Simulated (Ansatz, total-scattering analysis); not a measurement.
**From input file to S(Q): formamide**

Aim: the structure of formamide at 370 K, and the X-ray and neutron patterns it would give.

Method: ab initio molecular dynamics with Ansatz (revPBE-D3(BJ), plane waves, PAW default files, Langevin thermostat, no spin, fixed volume, H with the mass of D). Composition: 16 formamide; N 16.7, C 16.7, O 16.7, H 50.0 atom %; 96 atoms. The average runs over 0.51 ps of 96 atoms, so shells between rare elements are rough. Mean temperature 363 K, largest m.s.d. 1.04 Å², energy drift +3 meV an atom (last third less first, no steady trend), Langevin friction 10 ps⁻¹; the first quarter of the run is discarded. Preparation: last frame of a classical run of this cell, a melt at this density, then 0.3 ps at 370 K with a cheaper basis and a friction of 10 ps⁻¹ (mean temperature of the first stage 374 K), too short to forget the start in full. So short a stretch relaxes bonds and nearest shells but still remembers its start.

## The run

The step of 1 fs has to resolve the fastest vibration, that of H (given the mass of D, which leaves classical structure unchanged and allows a longer step). The volume is fixed, since the run is too short for a cell to find its own; the mean pressure then hints how far the functional is from its own density, with errors up to a few GPa from cell size, k-points and loose SCF steps (the program warns of the last). One k-point, Γ, is the usual economy for a cell of this size. Smeared occupations keep the forces smooth should levels come near the Fermi energy. A dispersion term is added because semilocal functionals bind large anions and molecules too weakly, which shows as excess pressure at a given density. A Langevin thermostat samples the right structure once equilibrated, but its friction lowers diffusion.

Contents of input.yaml:

```yaml
crystal:
  lattice:
    - [10.1929, 0.0, 0.0]
    - [0.0, 10.1929, 0.0]
    - [0.0, 0.0, 10.1929]
  atoms:
    - { symbol: "N", position: [0.31664, 0.71237, 0.33242] }
    - { symbol: C, position: [0.33706, 0.78519, 0.44294] }
    - { symbol: O, position: [0.29424, 0.89891, 0.45294] }
    - { symbol: H, position: [0.35742, 0.61848, 0.33092] }
[... 90 atom lines left out ...]
    - { symbol: H, position: [0.24648, 0.92707, 0.63084] }
    - { symbol: H, position: [0.10741, 0.13001, 0.79241] }
kpoints:
  mp_grid: { grid: [1, 1, 1] }
scf:
  occupations: { method: fermi_dirac, width: 0.0319 }
hamiltonian:
  xc: revpbe
  pseudopotentials: { kind: paw }
  dispersion: d3bj
output:
  forces: true
  stress: true
md:
  timestep: 1.0
  n_steps: 678
  ensemble: nvt_langevin
  temperature: 370.0
  initial_velocities: maxwell_boltzmann
  seed: 7
  masses: [{ species: H, mass: 2.014 }]
```

```console
$ ansatz run input.yaml --threads 4 --pin off --max-ram 10240MiB --backend cpu --events-out ev --progress --plain --runs-dir out
```

```text
Warning: md: disabling space-group detection — thermal motion breaks the input geometry's symmetry, so no spatial operation reduces the k-mesh or symmetrises the density; time reversal is kept, so that k and −k are [...]
Warning: output.stress: scf.convergence.dr2_threshold = 9.6e-8 eV (the default of an md: trajectory) is looser than the 9.6e-9 eV advised for a printed stress (1e-10 eV for each atom of the cell: 96). What an SCF [...]
Warning: RAYON_NUM_THREADS=4 ignored (pool sized by the plan → 4); use --threads N
Engine: ansatz 0.2.0, aarch64-unknown-linux-gnu
Pseudopotential: N, paw, valence charge 5, recommended cutoff 420 eV (normal), N.paw.azcp
Pseudopotential: C, paw, valence charge 4, recommended cutoff 420 eV (normal), C.paw.azcp
Pseudopotential: O, paw, valence charge 6, recommended cutoff 420 eV (normal), O.paw.azcp
Pseudopotential: H, paw, valence charge 1, recommended cutoff 420 eV (normal), H.paw.azcp
Functional definition: revPBE
Crystal: 96 atoms, lattice volume = 1058.993 Å³
Basis set: ecut = 420 eV, 20719 PW (Γ), exchange–correlation on 144×144×144 points (8 copies of the dense FFT grid, shifted against one another)
Bands: 240, of which v1, the nominal top of the filled ones, is band 144 counted from 1 (143 counted from 0)
k-points: 1
[... other set-up lines, SCF lines and steps between those shown are left out ...]
md step     0: t =     0.00 fs  T =   366.1 K  F+E_penalty+E_count = -20074.02452344 eV  E_kin = 4.543489 eV  P_inst = -0.2342 GPa  (10 SCF iters)
md step     1: t =     1.00 fs  T =   378.7 K  F+E_penalty+E_count = -20074.13540607 eV  E_kin = 4.699023 eV  P_inst = -0.0761 GPa  (9 SCF iters, 3 dispersion substeps)
md step    27: t =    27.00 fs  T =   331.4 K  F+E_penalty+E_count = -20073.67533756 eV  E_kin = 4.112042 eV  P_inst = -0.6099 GPa  (8 SCF iters, 3 dispersion substeps)
md step    54: t =    54.00 fs  T =   354.3 K  F+E_penalty+E_count = -20074.02028157 eV  E_kin = 4.396609 eV  P_inst = -0.0279 GPa  (7 SCF iters, 3 dispersion substeps)
md step    81: t =    81.00 fs  T =   345.7 K  F+E_penalty+E_count = -20073.92162090 eV  E_kin = 4.289963 eV  P_inst = 1.1421 GPa  (7 SCF iters, 3 dispersion substeps)
md step   108: t =   108.00 fs  T =   340.7 K  F+E_penalty+E_count = -20074.36337709 eV  E_kin = 4.227526 eV  P_inst = 1.5657 GPa  (7 SCF iters, 3 dispersion substeps)
md step   135: t =   135.00 fs  T =   291.4 K  F+E_penalty+E_count = -20073.60640629 eV  E_kin = 3.616511 eV  P_inst = 1.4625 GPa  (7 SCF iters, 3 dispersion substeps)
md step   162: t =   162.00 fs  T =   367.0 K  F+E_penalty+E_count = -20073.79402286 eV  E_kin = 4.553510 eV  P_inst = 1.0904 GPa  (7 SCF iters, 3 dispersion substeps)
md step   189: t =   189.00 fs  T =   378.4 K  F+E_penalty+E_count = -20073.90108148 eV  E_kin = 4.695368 eV  P_inst = 0.7246 GPa  (7 SCF iters, 3 dispersion substeps)
md step   216: t =   216.00 fs  T =   376.5 K  F+E_penalty+E_count = -20073.44496203 eV  E_kin = 4.671569 eV  P_inst = 0.7073 GPa  (7 SCF iters, 3 dispersion substeps)
md step   243: t =   243.00 fs  T =   369.6 K  F+E_penalty+E_count = -20073.53905951 eV  E_kin = 4.586206 eV  P_inst = 1.0471 GPa  (7 SCF iters, 3 dispersion substeps)
md step   270: t =   270.00 fs  T =   352.2 K  F+E_penalty+E_count = -20073.90094153 eV  E_kin = 4.370023 eV  P_inst = 0.8554 GPa  (9 SCF iters, 3 dispersion substeps)
md step   297: t =   297.00 fs  T =   366.3 K  F+E_penalty+E_count = -20073.94480474 eV  E_kin = 4.544901 eV  P_inst = -0.5223 GPa  (7 SCF iters, 3 dispersion substeps)
md step   324: t =   324.00 fs  T =   404.5 K  F+E_penalty+E_count = -20073.76514672 eV  E_kin = 5.018928 eV  P_inst = -1.8617 GPa  (7 SCF iters, 3 dispersion substeps)
md step   351: t =   351.00 fs  T =   360.7 K  F+E_penalty+E_count = -20073.29279454 eV  E_kin = 4.475933 eV  P_inst = -1.2519 GPa  (7 SCF iters, 3 dispersion substeps)
md step   378: t =   378.00 fs  T =   355.0 K  F+E_penalty+E_count = -20073.38136525 eV  E_kin = 4.405345 eV  P_inst = -0.2700 GPa  (8 SCF iters, 3 dispersion substeps)
md step   405: t =   405.00 fs  T =   399.6 K  F+E_penalty+E_count = -20073.60214963 eV  E_kin = 4.958840 eV  P_inst = -0.7791 GPa  (8 SCF iters, 3 dispersion substeps)
md step   432: t =   432.00 fs  T =   321.0 K  F+E_penalty+E_count = -20073.56129732 eV  E_kin = 3.983450 eV  P_inst = 0.3539 GPa  (7 SCF iters, 3 dispersion substeps)
md step   459: t =   459.00 fs  T =   333.0 K  F+E_penalty+E_count = -20074.22024179 eV  E_kin = 4.132786 eV  P_inst = 1.4405 GPa  (7 SCF iters, 3 dispersion substeps)
md step   486: t =   486.00 fs  T =   324.6 K  F+E_penalty+E_count = -20073.64589007 eV  E_kin = 4.027386 eV  P_inst = 1.1531 GPa  (7 SCF iters, 3 dispersion substeps)
md step   513: t =   513.00 fs  T =   359.2 K  F+E_penalty+E_count = -20074.18781282 eV  E_kin = 4.457648 eV  P_inst = 0.5152 GPa  (7 SCF iters, 3 dispersion substeps)
md step   540: t =   540.00 fs  T =   353.8 K  F+E_penalty+E_count = -20073.64267628 eV  E_kin = 4.389794 eV  P_inst = 1.1347 GPa  (9 SCF iters, 3 dispersion substeps)
md step   567: t =   567.00 fs  T =   360.4 K  F+E_penalty+E_count = -20073.21128263 eV  E_kin = 4.472130 eV  P_inst = 0.3666 GPa  (7 SCF iters, 3 dispersion substeps)
md step   594: t =   594.00 fs  T =   393.4 K  F+E_penalty+E_count = -20073.52113330 eV  E_kin = 4.881952 eV  P_inst = -0.2307 GPa  (7 SCF iters, 3 dispersion substeps)
md step   621: t =   621.00 fs  T =   421.9 K  F+E_penalty+E_count = -20073.97959328 eV  E_kin = 5.235560 eV  P_inst = -0.1298 GPa  (8 SCF iters, 3 dispersion substeps)
md step   648: t =   648.00 fs  T =   392.8 K  F+E_penalty+E_count = -20073.35933229 eV  E_kin = 4.874187 eV  P_inst = 0.9854 GPa  (7 SCF iters, 3 dispersion substeps)
md step   675: t =   675.00 fs  T =   360.4 K  F+E_penalty+E_count = -20072.98256788 eV  E_kin = 4.472167 eV  P_inst = 1.3240 GPa  (7 SCF iters, 3 dispersion substeps)
[... last step's energies and forces left out ...]
--- MD trajectory: 678 steps, t = 0.0 → 678.0 fs ---
  final state: T = 373.3 K   F+E_penalty+E_count = -20073.06512974 eV   E_kin = 4.632868 eV
```

It took 50 min on 4 threads of Arm Neoverse V1, with other jobs on the host, peak memory 1.2 GiB.

## Analysis

S(Q) is the Faber–Ziman total, Σ ci cj fi fj (Sij − 1)/⟨f⟩² + 1. Below 4 Å⁻¹ the partials are summed on the cell's own reciprocal vectors (from 0.62 Å⁻¹) and folded with a Gaussian of σ = 0.14 Å⁻¹; above it they are transforms of g(r) out to 6.9 Å, tapered over the last 40 %. The fold lowers sharp peaks, and with so few vectors their positions are good to about 0.1 Å⁻¹. X-rays take neutral-atom form factors, neutrons coherent lengths (N 9.36, C 6.6472, O 5.8037, H 6.6681 fm). Hydrogen is taken as deuterium. G(r) = 4πrρ₀[g(r) − 1] carries the resolution of a Lorch-windowed transform up to 20 Å⁻¹. The patterns are simulated, not measured. The cell is small: beyond half the box only the part of each shell inside it is counted, and low-Q values rest on few vectors. It is averaged over 128 frames.

```
T (K)  state  density (g/cm³)  first clear X-ray maximum (Å⁻¹)  its height (X-ray)  first clear neutron maximum (Å⁻¹)  its height (neutron)  O–O (Å)  O around O  C–C (Å)                  held  D over the elements, rough (10⁻⁹ m²/s)
  370   slow            1.130                             1.75                2.59                               1.72                  2.13     3.59        4.35     3.91  volume, 0.6 GPa mean                                       -
```

neutron S(Q):

```
Q (Å⁻¹)  370 K
    0.8   0.30
    1.1   0.45
    1.4   0.95
    1.7   2.11
    2.0   1.61
    2.3   1.15
    2.6   1.04
    2.9   0.84
    3.2   0.78
    3.5   0.79
    3.8   0.84
    4.1   0.88
    4.4   0.81
    4.7   0.71
    5.0   0.70
    5.3   0.78
    5.6   0.91
    5.9   1.03
    6.2   1.12
    6.5   1.20
    6.8   1.24
    7.1   1.22
    7.4   1.15
    7.7   1.06
    8.0   1.01
    8.3   0.99
    8.6   0.98
    8.9   0.97
```

At 370 K the maxima of S(Q), Q in Å⁻¹ (height), are X-ray: 1.75 (2.59), 3.94 (0.85), 5.90 (1.33), 11.20 (1.17); neutron: 1.72 (2.13), 4.05 (0.88), 6.88 (1.24), 12.96 (1.06). Its shells:

```csv
pair,first peak (Å),g there,first minimum (Å),g there,neighbours,kind,X-ray weight (f = Z),neutron weight
N–H,1.02,36.5,1.32,0.00,"2.0 H per N, 0.7 N per H",within molecules,0.07,0.21
C–H,1.11,14.6,1.42,0.00,"1.0 H per C, 0.3 C per H",within molecules,0.06,0.15
C–O,1.24,41.9,1.60,0.00,"1.0 O per C, 1.0 C per O",within molecules,0.17,0.04
N–C,1.35,32.5,1.72,0.00,"1.0 C per N, 1.0 N per C",within molecules,0.15,0.07
H–H,1.75,2.4,2.00,0.16,0.7,within molecules,0.02,0.23
O–H,2.05,4.2,2.32,0.83,"2.5 H per O, 0.8 O per H",57 % within molecules at the peak,0.08,0.13
N–O,2.30,8.2,2.54,0.11,"1.0 O per N, 1.0 N per O",within molecules,0.19,0.06
O–O,3.59,2.2,4.42,0.98,4.4,between molecules,0.11,0.02
C–C,3.91,2.2,5.52,0.73,10.6,between molecules,0.06,0.03
```

The tapered transform alone would put 1.78 at the neutron maximum of 1.72 Å⁻¹, where the reciprocal vectors give 2.13: a cut in r lowers sharp peaks, which is why the direct sum is used there.

**Reading.** Distances within molecules give the sharpest pair functions, and with hydrogen they rule the neutron S(Q) at high Q: N–H 1.02 Å, C–H 1.11 Å, C–O 1.24 Å, N–C 1.35 Å, H–H 1.75 Å and N–O 2.30 Å (first peaks only). On the last frame 66 % of the H on O, N or F point at an acceptor of another molecule or at an anion within hydrogen-bond range (2.35 Å to O, N, F; 2.85 Å to Cl, Br, I).

[Logs are printed without paths, hosts, clocks, repeated set-up lines and the standing remarks that a program may print on its own settings, such as how far it seeks lower states.]
